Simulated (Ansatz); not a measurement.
# W(100) slab, 5 layers: relaxing the cell for a phonon run

Wanted: the relaxed cell of W(100) slab, 5 layers.

Method: DFT PBEsol, scalar-relativistic, plane waves, PAW; PAW set soft_1, in Ansatz 0.2.0.

## (1) The starting structure

The cell holds 5 atoms: 5 W. Its edges and angles: a = 3.165 Å, b = 3.165 Å, c = 19.330 Å, α = 90.0°, β = 90.0°, γ = 90.0°. Vacuum lies along c.

Structure file:

```cif
data_structure
_symmetry_space_group_name_H-M 'P 1'
_symmetry_Int_Tables_number 1
_cell_length_a 3.1650
_cell_length_b 3.1650
_cell_length_c 19.3300
_cell_angle_alpha 90.000
_cell_angle_beta 90.000
_cell_angle_gamma 90.000
_cell_volume 193.63
loop_
_atom_site_label
_atom_site_type_symbol
_atom_site_fract_x
_atom_site_fract_y
_atom_site_fract_z
_atom_site_occupancy
W1 W 0.00000 0.00000 0.33626 1
W2 W 0.50000 0.50000 0.41813 1
W3 W 0.00000 0.00000 0.50000 1
W4 W 0.50000 0.50000 0.58187 1
W5 W 0.00000 0.00000 0.66373 1
```

## (2) Probe on a coarse mesh

A quick single point on a coarse mesh tells whether the cell has a gap and how far it is from rest, which sets the k mesh and smearing that follow.

The program solves this slab on a cell height of its own, 36.5 Å, in place of the one typed.

Input file input.yaml:

```yaml
crystal:
  lattice:
    - [3.165, 0.0, 0.0]
    - [0.0, 3.165, 0.0]
    - [0.0, 0.0, 19.33]
  atoms:
    - { symbol: W, position: [0.0, 0.0, 0.336265] }
    - { symbol: W, position: [0.5, 0.5, 0.418132] }
    - { symbol: W, position: [0.0, 0.0, 0.5] }
    - { symbol: W, position: [0.5, 0.5, 0.581868] }
    - { symbol: W, position: [0.0, 0.0, 0.663735] }
  periodic: [true, true, false]
kpoints:
  mp_grid: { grid: [6, 6, 1] }
hamiltonian:
  xc: pbesol
  pseudopotentials: { kind: paw, azcp: { folder: soft_1 }, xc_functional: pbe }
scf:
  occupations: { method: gaussian, width: 0.1 }
output:
  forces: true
  stress: true
  eigenvalues: true
```

The run is started by

```bash
ansatz run input.yaml --threads 8 --pin off --max-ram 16384MiB --backend cpu --events-out ev --progress --plain --runs-dir out
```

Numbers of over 12 decimals in the logs are rounded to 6 here.

The program printed:

```text
[...]
k-point 0: bands = [... 31 lower, -4.9851, -4.9851, -4.6783, -4.5916, -4.5479, -4.1576, -4.1576, -3.9076, ... 3 higher]
  k-point 1: bands = [... 31 lower, -5.1120, -5.0154, -4.8099, -4.7838, -4.1568, -4.0115, -3.4457, -3.1487, ... 3 higher]
  k-point 2: bands = [... 31 lower, -5.5663, -5.1919, -5.0825, -5.0036, -3.8264, -3.8151, -3.6468, -3.0786, ... 3 higher]
  k-point 9: bands = [... 31 lower, -5.1626, -5.1626, -2.5245, -2.4815, -2.4815, -2.3383, -1.8995, -1.8995, ... 3 higher]
[key lines of the parts left out:]
SCF converged after 10 iterations
Free energy (F): -51281.995303 eV
Fermi energy:    -4.259091 eV
P = ½ c Tr σ = -17.2016 N/m
```

It took 2.1 s on 8 threads of Arm Neoverse V1, shared host; peak memory 1 GiB.

Numbers from this step:

* gap on the k-mesh: 0 eV
* area per atom: 2.003 Å²

The coarse mesh shows no gap.

## (3) Rough relaxation

A rough relaxation comes first, because large forces or stress need no tight tolerances yet.

The program solves this slab on a cell height of its own, 36.5 Å, in place of the one typed.

Changes to input.yaml since step 2:

```diff
@@ -23 +23,6 @@
   eigenvalues: true
+relax:
+  adjacent_minimum: "off"
+  f_tol: 0.05
+  max_steps: 80
+  cell: { stress_2d_tol: 0.02 }
```

The program printed:

```text
[...]
Crystal: 5 atoms, lattice volume = 365.228 Å³
Basis set: ecut = 420 eV, 7185 PW (Γ), exchange–correlation on 48×48×500 points (8 copies of the dense FFT grid, shifted against one another)
Bands: 42, of which v1, the nominal top of the filled ones, is band 35 counted from 1 (34 counted from 0)
Symmetry: 16 space group operations
[...]
cell:  # Å, volume = 346.3194 Å³
    - [3.081982, 0, 0.0]
    - [0, 3.081982, 0.0]
    - [0.0, 0.0, 36.4599902]
  atoms:
    - { symbol: W, position: [0, 0, 0.179848] }
    - { symbol: W, position: [0.5, 0.5, 0.220632] }
    - { symbol: W, position: [0, 0, 0.265085] }
    - { symbol: W, position: [0.5, 0.5, 0.309538] }
    - { symbol: W, position: [0, 0, 0.350322] }
[key lines of the parts left out:]
SCF converged after 7 iterations
Free energy (F): -51282.457503 eV
Fermi energy:    -4.268694 eV
P = ½ c Tr σ = -0.0094 N/m
```

Elapsed: 19 s, on 8 threads; peak memory 1 GiB; 2.3 min of CPU time.

The steps of the relaxation:

```tsv
step	energy less that of the first step (eV)	largest force component (eV/Å)	volume (Å³)
1	0.0000	1.8148	365.23
2	0.0129	2.5830	342.48
3	-0.4472	0.2847	348.14
4	-0.4543	0.2946	347.97
5	-0.4637	0.0438	346.83
6	-0.4639	0.0406	346.47
7	-0.4640	0.0077	346.20
8	-0.4640	0.0003	346.32
9*	-0.4622	0.0004	346.32
```

Relaxation steps marked * repeat the geometry before them on a plane-wave basis chosen anew for their cell, so energy and pressure can jump there. Relaxation step 2 was tried and not accepted.

The run keeps the 16 symmetry operations that it works with, so distortions that break them were not tested.

```tsv
cell as run	before	after	change
a (Å)	3.165	3.082	-2.6 %
b (Å)	3.165	3.082	-2.6 %
```

The atoms that moved most (Å, along periodic axes as changes of fractional coordinates times the final cell, across vacuum about the mean position):

```tsv
atom	dx	dy	dz	length
W1	0.000	0.000	0.057	0.057
W5	0.000	0.000	-0.057	0.057
W2	0.000	0.000	-0.038	0.038
W4	0.000	0.000	0.038	0.038
```

Final coordinates:

```xyz
5
Lattice="3.0820 0.0000 0.0000 0.0000 3.0820 0.0000 0.0000 0.0000 36.4600" Properties=species:S:1:pos:R:3
W     0.0000    0.0000    6.5573
W     1.5410    1.5410    8.0442
W     0.0000    0.0000    9.6650
W     1.5410    1.5410   11.2858
W     0.0000    0.0000   12.7727
```

Numbers from this step:

```
area per atom : 1.9 Å²
```

The relaxation ends with a largest force component of 4.4e-4 eV/Å.

## (4) Bringing the structure to rest

The cell and atoms are relaxed, since residual forces and stress would shift the frequencies.

Input file input.yaml:

```yaml
crystal:
  lattice:
    - [3.0819821326, 0.0, 0.0]
    - [0.0, 3.0819821326, 0.0]
    - [0.0, 0.0, 36.4599902]
  atoms:
    - { symbol: W, position: [0.0, 0.0, 0.1798479233] }
    - { symbol: W, position: [0.5, 0.5, 0.2206321228] }
    - { symbol: W, position: [0.0, 0.0, 0.2650850959] }
    - { symbol: W, position: [0.5, 0.5, 0.309538069] }
    - { symbol: W, position: [0.0, 0.0, 0.3503222686] }
  periodic: [true, true, false]
kpoints:
  mp_grid: { grid: [12, 12, 1] }
hamiltonian:
  xc: pbesol
  pseudopotentials: { kind: paw, azcp: { folder: soft_1 }, xc_functional: pbe }
scf:
  occupations: { method: gaussian, width: 0.1 }
output:
  forces: true
  stress: true
  eigenvalues: true
  write_density: true
  write_potential: true
  elf: true
  volumetric_format: npy
relax:
  adjacent_minimum: "off"
  f_tol: 0.005
  max_steps: 80
  cell: { stress_2d_tol: 0.02 }
```

The program printed:

```text
[...]
Crystal: 5 atoms, lattice volume = 346.319 Å³
Basis set: ecut = 420 eV, 6801 PW (Γ), exchange–correlation on 48×48×500 points (8 copies of the dense FFT grid, shifted against one another)
Bands: 42, of which v1, the nominal top of the filled ones, is band 35 counted from 1 (34 counted from 0)
Symmetry: 16 space group operations
[...]
k-points: 28 of 144
[...]
SCF iter   1: F=—  HF=-51286.492203 eV  |F-HF|=—  |Δ(HF+E_count)|=         —  Δρ=3.80e-2  dr2=3.49e1  ethr=3.10e-3  ⟨swp⟩=12.8  Hψ=8005  notcnv=0
[...]
SCF iter  12: F=-51282.543150 eV  HF=-51282.543150 eV  |F-HF|=6.72e-9  |Δ(HF+E_count)|=   2.55e-8  Δρ=2.51e-7  dr2=2.22e-10  ethr=4.54e-12  ⟨swp⟩=11.5  Hψ=9916  notcnv=0
SCF 1 converged in 12 iterations: F = -51282.543150 eV  dr2 = 2.22e-10
[...]
relax step   1: F+E_penalty+E_count = -51282.54314998 eV  Δ(F+E_penalty+E_count) = +0.000e0 eV  max|allowed force component| = 5.949e-2 eV/Å  Δτ_max = 0.0000 Å  P = -0.550 N/m  Ω = 346.319 Å³  fix = [c, alpha, beta]  reactions: c +0.000 N/m  (12 SCF iters, dr2 threshold 1.00e-7 eV, accepted)
Crystal: 5 atoms, lattice volume = 345.006 Å³
Basis set: ecut = 420 eV, 6785 PW (Γ), exchange–correlation on 48×48×500 points (8 copies of the dense FFT grid, shifted against one another)
[...]
SCF iter   6: F=-51282.542308 eV  HF=-51282.542308 eV  |F-HF|=1.55e-7  |Δ(HF+E_count)|=   7.97e-7  Δρ=3.44e-6  dr2=7.13e-8  ethr=4.11e-10  ⟨swp⟩=21.9  Hψ=13523  notcnv=0
SCF 2 converged in 6 iterations: F = -51282.542308 eV  dr2 = 7.13e-8
relax step   2: F+E_penalty+E_count = -51282.54230844 eV  Δ(F+E_penalty+E_count) = +8.415e-4 eV  max|allowed force component| = 1.120e-1 eV/Å  Δτ_max = 0.0077 Å  P = +1.077 N/m  Ω = 345.006 Å³  energy of the carried Pulay correction = +1.430e-4 eV  fix = [c, alpha, beta]  (6 SCF iters, dr2 threshold 2.87e-7 eV, rejected (line search))
Crystal: 5 atoms, lattice volume = 345.773 Å³
[...]
SCF iter  11: F=-51282.543584 eV  HF=-51282.543584 eV  |F-HF|=7.28e-12  |Δ(HF+E_count)|=  1.02e-10  Δρ=8.37e-9  dr2=2.87e-13  ethr=1.00e-12  ⟨swp⟩=8.4  Hψ=6112  notcnv=0
SCF 3 converged in 11 iterations: F = -51282.543584 eV  dr2 = 2.87e-13
relax step   3: F+E_penalty+E_count = -51282.54358397 eV  Δ(F+E_penalty+E_count) = -4.340e-4 eV  max|allowed force component| = 3.811e-3 eV/Å  Δτ_max = 0.0013 Å  P = +0.015 N/m  Ω = 345.773 Å³  energy of the carried Pulay correction = +5.947e-5 eV  fix = [c, alpha, beta]  reactions: c +0.000 N/m  (11 SCF iters, accepted)
[...]
SCF iter   5: F=-51282.543530 eV  HF=-51282.543530 eV  |F-HF|=2.33e-10  |Δ(HF+E_count)|=  3.71e-10  Δρ=1.54e-8  dr2=2.01e-12  ethr=1.00e-12  ⟨swp⟩=15.6  Hψ=9803  notcnv=0
SCF 4 converged in 5 iterations: F = -51282.543530 eV  dr2 = 2.01e-12
relax step   4: F+E_penalty+E_count = -51282.54352990 eV  Δ(F+E_penalty+E_count) = +5.407e-5 eV  max|allowed force component| = 3.814e-3 eV/Å  Δτ_max = 0.0000 Å  P = +0.015 N/m  Ω = 345.773 Å³  fix = [c, alpha, beta]  reactions: c +0.000 N/m  stress off target by 1.53e-2 N/m on what of the cell is left free  SCF on the basis re-selected at this cell (its energy is not comparable with the rows above)  (5 SCF iters)
[...]
SCF converged after 5 iterations
Free energy (F): -51282.543530 eV
[...]
Internal energy: -51282.514470 eV  (E = F + TS)
E sigma→0 (E₀):  -51282.529000 eV
Entropy (-TS):   -0.029060 eV (-5.812 meV/atom)
Fermi energy:    -4.343385 eV
[...]
--- Forces (eV/Å), atoms counted from 1 ---
  atom   1  W     -0.00000000     0.00000000     0.00321951
  atom   2  W      0.00000000     0.00000000     0.00381407
  atom   3  W     -0.00000000    -0.00000000     0.00000000
  atom   4  W      0.00000000     0.00000000    -0.00381407
  atom   5  W     -0.00000000     0.00000000    -0.00321951
  max |Σ_I F_I| component: 4.32e-28 eV/Å
--- 2D stress c σ (N/m, compression-positive) ---
        0.015252       0.000000       0.000000
        0.000000       0.015252       0.000000
        0.000000       0.000000       0.000000
  P = ½ c Tr σ = 0.0153 N/m
--- Band table (eV; the first three rows and the last of 28) ---
  k-point 0: bands = [... 31 lower, -5.0102, -4.9799, -4.7514, -4.6259, -4.5757, -4.1277, -4.1277, -4.1223, ... 3 higher]
  k-point 1: bands = [... 31 lower, -5.0149, -4.9506, -4.7599, -4.6752, -4.5352, -4.4099, -3.6545, -3.5248, ... 3 higher]
  k-point 2: bands = [... 31 lower, -5.2216, -5.1300, -5.0391, -4.9686, -4.1066, -3.9772, -3.3417, -3.2241, ... 3 higher]
  k-point 27: bands = [... 31 lower, -5.1458, -5.1458, -2.3206, -2.3206, -2.2364, -2.0889, -1.6449, -1.6449, ... 3 higher]
--- Relaxed structure (3 steps of the walk, 2 accepted, 1 SCFs on fresh bases) ---
[...]
cell:  # Å, volume = 345.7726 Å³
    - [3.079548, 0.0, 0.0]
    - [0.0, 3.079548, 0.0]
    - [0.0, 0.0, 36.4599902]
  atoms:
    - { symbol: W, position: [0, 0.0, 0.179880] }
    - { symbol: W, position: [0.5, 0.5, 0.220598] }
    - { symbol: W, position: [0, 0.0, 0.265085] }
    - { symbol: W, position: [0.5, 0.5, 0.309572] }
    - { symbol: W, position: [0, 0.0, 0.350290] }
```

The job ended after 23 s (8 threads; peak memory 1.2 GiB).

Little changed from the start: no atom moved by 0.005 Å and no cell edge by 0.1 %.

This step gave:

| Quantity | Value |
| --- | --- |
| area per atom | 1.897 Å² |

Valence density in the ac plane at fractional y = 0.000, with atoms of W within 0.2 Å of it. It is the smooth field of the valence electrons, not physical close to the nuclei.

Values in e/Å³, 24 rows by 16 columns, each cell a mean:
```
0.0 0.0 0.0 0.0 0.0 0.0 0.0 0.0 0.0 0.0 0.0 0.0 0.0 0.0 0.0 0.0
0.0 0.0 0.0 0.0 0.0 0.0 0.0 0.0 0.0 0.0 0.0 0.0 0.0 0.0 0.0 0.0
0.0 0.0 0.0 0.0 0.0 0.0 0.0 0.0 0.0 0.0 0.0 0.0 0.0 0.0 0.0 0.0
0.0 0.0 0.0 0.0 0.0 0.0 0.0 0.0 0.0 0.0 0.0 0.0 0.0 0.0 0.0 0.0
0.0 0.0 0.0 0.0 0.0 0.0 0.0 0.0 0.0 0.0 0.0 0.0 0.0 0.0 0.0 0.0
0.0 0.0 0.0 0.0 0.0 0.0 0.0 0.0 0.0 0.0 0.0 0.0 0.0 0.0 0.0 0.0
0.0 0.0 0.0 0.0 0.0 0.0 0.0 0.0 0.0 0.0 0.0 0.0 0.0 0.0 0.0 0.0
0.0 0.0 0.0 0.0 0.0 0.0 0.0 0.0 0.0 0.0 0.0 0.0 0.0 0.0 0.0 0.0
0.0 0.0 0.0 0.0 0.0 0.0 0.0 0.0 0.0 0.0 0.0 0.0 0.0 0.0 0.0 0.0
0.0 0.0 0.0 0.0 0.0 0.0 0.0 0.0 0.0 0.0 0.0 0.0 0.0 0.0 0.0 0.0
0.0 0.0 0.0 0.0 0.0 0.0 0.0 0.0 0.0 0.0 0.0 0.0 0.0 0.0 0.0 0.0
0.0 0.0 0.0 0.0 0.0 0.0 0.0 0.0 0.0 0.0 0.0 0.0 0.0 0.0 0.0 0.0
0.0 0.0 0.0 0.0 0.0 0.0 0.0 0.0 0.0 0.0 0.0 0.0 0.0 0.0 0.0 0.0
0.0 0.0 0.0 0.0 0.0 0.0 0.0 0.0 0.0 0.0 0.0 0.0 0.0 0.0 0.0 0.0
0.2 0.2 0.2 0.1 0.1 0.1 0.1 0.1 0.0 0.1 0.1 0.1 0.1 0.1 0.2 0.2
4.7 4.6 4.0 2.6 1.2 0.6 0.3 0.3 0.3 0.3 0.3 0.6 1.2 2.6 4.0 4.6
0.6 0.5 0.5 0.4 0.4 0.3 0.3 0.3 0.3 0.3 0.3 0.3 0.4 0.4 0.5 0.5
4.6 4.6 4.0 2.5 1.2 0.6 0.4 0.3 0.3 0.3 0.4 0.6 1.2 2.5 4.0 4.6
0.7 0.6 0.5 0.4 0.4 0.3 0.3 0.3 0.3 0.3 0.3 0.3 0.4 0.4 0.5 0.6
4.5 4.4 3.9 2.5 1.2 0.6 0.4 0.3 0.3 0.3 0.4 0.6 1.2 2.5 3.9 4.4
0.6 0.6 0.4 0.3 0.2 0.1 0.1 0.1 0.1 0.1 0.1 0.1 0.2 0.3 0.4 0.6
0.0 0.0 0.0 0.0 0.0 0.0 0.0 0.0 0.0 0.0 0.0 0.0 0.0 0.0 0.0 0.0
0.0 0.0 0.0 0.0 0.0 0.0 0.0 0.0 0.0 0.0 0.0 0.0 0.0 0.0 0.0 0.0
0.0 0.0 0.0 0.0 0.0 0.0 0.0 0.0 0.0 0.0 0.0 0.0 0.0 0.0 0.0 0.0
```
Columns run along a (3.1 Å), rows up along c (36.5 Å). Atoms in or near the plane, at fractional coordinates: W at (0.00, 0.18), W at (0.00, 0.27), W at (0.00, 0.35).

Electrostatic potential energy in the ac plane at fractional y = 0.000, with atoms of W within 0.2 Å of it. With pseudopotentials it is smooth inside the atoms' cores, unlike the true potential.

Ten even steps from '_' (-47 eV) to '@' (0 eV), each cell a mean:
```
@@@@@@@@@@@@@@@@@@@@@@@@@@@@@@@@
@@@@@@@@@@@@@@@@@@@@@@@@@@@@@@@@
@@@@@@@@@@@@@@@@@@@@@@@@@@@@@@@@
@@@@@@@@@@@@@@@@@@@@@@@@@@@@@@@@
@@@@@@@@@@@@@@@@@@@@@@@@@@@@@@@@
@@@@@@@@@@@@@@@@@@@@@@@@@@@@@@@@
@@@@@@@@@@@@@@@@@@@@@@@@@@@@@@@@
@@@@@@@@@@@@@@@@@@@@@@@@@@@@@@@@
@@@@@@@@@@@@@@@@@@@@@@@@@@@@@@@@
@@@@@@@@@@@@@@@@@@@@@@@@@@@@@@@@
@@@@@@@@@@@@@@@@@@@@@@@@@@@@@@@@
@@@@@@@@@@@@@@@@@@@@@@@@@@@@@@@@
@@@@@@@@@@@@@@@@@@@@@@@@@@@@@@@@
@@@@@@@@@@@@@@@@@@@@@@@@@@@@@@@@
%%%%%%%%@@@@@@@@@@@@@@@@@@%%%%%%
______..--**%%%%@@%%%%**--..____
**####%%%%%%@@@@@@@@@@%%%%%%####
______..--**%%%%@@%%%%**--..____
****##%%%%%%@@@@@@@@@@%%%%%%##**
______..--**%%%%@@%%%%**--..____
****####%%@@@@@@@@@@@@@@%%####**
@@@@@@@@@@@@@@@@@@@@@@@@@@@@@@@@
@@@@@@@@@@@@@@@@@@@@@@@@@@@@@@@@
@@@@@@@@@@@@@@@@@@@@@@@@@@@@@@@@
```
Columns run along a (3.1 Å; values clipped at the 3rd and 97th percentile), rows up along c (36.5 Å). Atoms in or near the plane, at fractional coordinates: W at (0.00, 0.18), W at (0.00, 0.27), W at (0.00, 0.35).

ELF in the ac plane at fractional y = 0.000, with atoms of W within 0.2 Å of it. It is the smooth field of the valence electrons, not physical close to the nuclei.

Values, 24 rows by 16 columns, each cell a mean:
```
0.00 0.00 0.00 0.00 0.00 0.00 0.00 0.00 0.00 0.00 0.00 0.00 0.00 0.00 0.00 0.00
0.00 0.00 0.00 0.00 0.00 0.00 0.00 0.00 0.00 0.00 0.00 0.00 0.00 0.00 0.00 0.00
0.00 0.00 0.00 0.00 0.00 0.00 0.00 0.00 0.00 0.00 0.00 0.00 0.00 0.00 0.00 0.00
0.00 0.00 0.00 0.00 0.00 0.00 0.00 0.00 0.00 0.00 0.00 0.00 0.00 0.00 0.00 0.00
0.00 0.00 0.00 0.00 0.00 0.00 0.00 0.00 0.00 0.00 0.00 0.00 0.00 0.00 0.00 0.00
0.00 0.00 0.00 0.00 0.00 0.00 0.00 0.00 0.00 0.00 0.00 0.00 0.00 0.00 0.00 0.00
0.00 0.00 0.00 0.00 0.00 0.00 0.00 0.00 0.00 0.00 0.00 0.00 0.00 0.00 0.00 0.00
0.00 0.00 0.00 0.00 0.00 0.00 0.00 0.00 0.00 0.00 0.00 0.00 0.00 0.00 0.00 0.00
0.00 0.00 0.00 0.00 0.00 0.00 0.00 0.00 0.00 0.00 0.00 0.00 0.00 0.00 0.00 0.00
0.00 0.00 0.00 0.00 0.00 0.00 0.00 0.00 0.00 0.00 0.00 0.00 0.00 0.00 0.00 0.00
0.00 0.00 0.00 0.00 0.00 0.00 0.00 0.00 0.00 0.00 0.00 0.00 0.00 0.00 0.00 0.00
0.00 0.00 0.00 0.00 0.00 0.00 0.00 0.00 0.00 0.00 0.00 0.00 0.00 0.00 0.00 0.00
0.00 0.00 0.00 0.00 0.00 0.00 0.00 0.00 0.00 0.00 0.00 0.00 0.00 0.00 0.00 0.00
0.02 0.02 0.02 0.03 0.03 0.04 0.04 0.05 0.05 0.05 0.04 0.04 0.03 0.03 0.02 0.02
0.12 0.12 0.13 0.13 0.15 0.19 0.24 0.28 0.31 0.28 0.24 0.19 0.15 0.13 0.13 0.12
0.42 0.51 0.63 0.60 0.42 0.24 0.24 0.35 0.42 0.35 0.24 0.24 0.42 0.60 0.63 0.51
0.28 0.29 0.31 0.35 0.40 0.43 0.44 0.42 0.41 0.42 0.44 0.43 0.40 0.35 0.31 0.29
0.40 0.49 0.61 0.58 0.39 0.23 0.25 0.38 0.45 0.38 0.25 0.23 0.39 0.58 0.61 0.49
0.29 0.30 0.33 0.36 0.39 0.42 0.43 0.42 0.42 0.42 0.43 0.42 0.39 0.36 0.33 0.30
0.38 0.47 0.59 0.57 0.42 0.27 0.27 0.37 0.43 0.37 0.27 0.27 0.42 0.57 0.59 0.47
0.20 0.20 0.20 0.19 0.18 0.20 0.25 0.31 0.34 0.31 0.25 0.20 0.18 0.19 0.20 0.20
0.03 0.03 0.03 0.04 0.04 0.05 0.06 0.07 0.07 0.07 0.06 0.05 0.04 0.04 0.03 0.03
0.00 0.00 0.00 0.00 0.00 0.00 0.00 0.00 0.00 0.00 0.00 0.00 0.00 0.00 0.00 0.00
0.00 0.00 0.00 0.00 0.00 0.00 0.00 0.00 0.00 0.00 0.00 0.00 0.00 0.00 0.00 0.00
```
Columns run along a (3.1 Å), rows up along c (36.5 Å). Atoms in or near the plane, at fractional coordinates: W at (0.00, 0.18), W at (0.00, 0.27), W at (0.00, 0.35).

[end of part 1 of 2]

[Logs are printed without paths, hosts, clocks, repeated set-up lines and the standing remarks that a program may print on its own settings, such as how far it seeks lower states.]

[Hosts, paths, dates, database ids (printed as entryN), source tags and the programs' standing remarks are cut or masked in the printed files.]
